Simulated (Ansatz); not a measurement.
# Gap against strain: armchair BP nanoribbon (N = 10, H edges)

How it was computed: Ansatz 0.2.0, plane waves with PAW datasets, PBE, Fermi-Dirac smearing of 0.05 eV, no spin-orbit coupling. The period is scaled from its relaxed value of 5.578 Å and the atoms relax, within the symmetry of the start, at each strain ε (in %); gaps, in eV, are read on a band path.

| period (Å) | energy (eV a cell) | place of the conduction minimum (Γ = 0, Z = 1) | ε | gap |
| --- | --- | --- | --- | --- |
| 5.355 | +0.553 | 0.00 | −4 | 1.107 |
| 5.466 | +0.135 | 0.00 | −2 | 1.183 |
| 5.578 | 0.000 | 0.00 | 0 | 1.186 |
| 5.690 | +0.129 | 0.00 | 2 | 1.137 |
| 5.801 | +0.503 | 0.00 | 4 | 1.1 |

One run is withheld: period (Å) = 5.913, with ε = 6. Fit a straight line gap = a + b × ε to the 5 rows shown and predict it.

**Fit.** The means are 0 for ε and 1.143 for gap. The sum of products of deviations is −0.1192 and the sum of squares in ε is 40, so b = −0.1192 / 40 = −0.002979 and a = 1.143 − (−0.002979) × 0 = 1.143. The residuals' standard deviation, with 3 degrees of freedom, is σ = 0.046.

**Prediction.** gap = 1.143 + (−0.002979) × 6 = 1.125. The run gave 1.074, so the prediction less the run is +0.051. The standard error of a prediction there, σ√(1 + 1/5 + (6 − 0)²/40), is 0.066, and the miss is 0.77 times that, for a point outside the fitted range. With so few rows σ is itself uncertain. The slope is only 0.4 times its own standard error, so the line says little more than the mean does.

The gap does not move one way: it turns somewhere between ε = -2 and 2 %, and the true extreme can lie between the rows, beyond the values shown.

**Limits.** Kohn-Sham gaps of a wire among periodic images, which in a check on one flat ribbon (7 Å apart) lowered the gap by 0.2 eV and flattened the slope; the slope b × 100 is a mean deformation potential of the gap, in eV per unit strain. Between neighbouring runs it lies between −2.4 and 3.8 eV, so a bend, a kink or scatter between runs makes one line a rough account. The unstrained row comes from a denser mesh than the others, which shifts its energy a little. Series of this kind are told only where this holds: a gap at every strain (compound wires with polar facets were set aside first). 88 of 101 did.
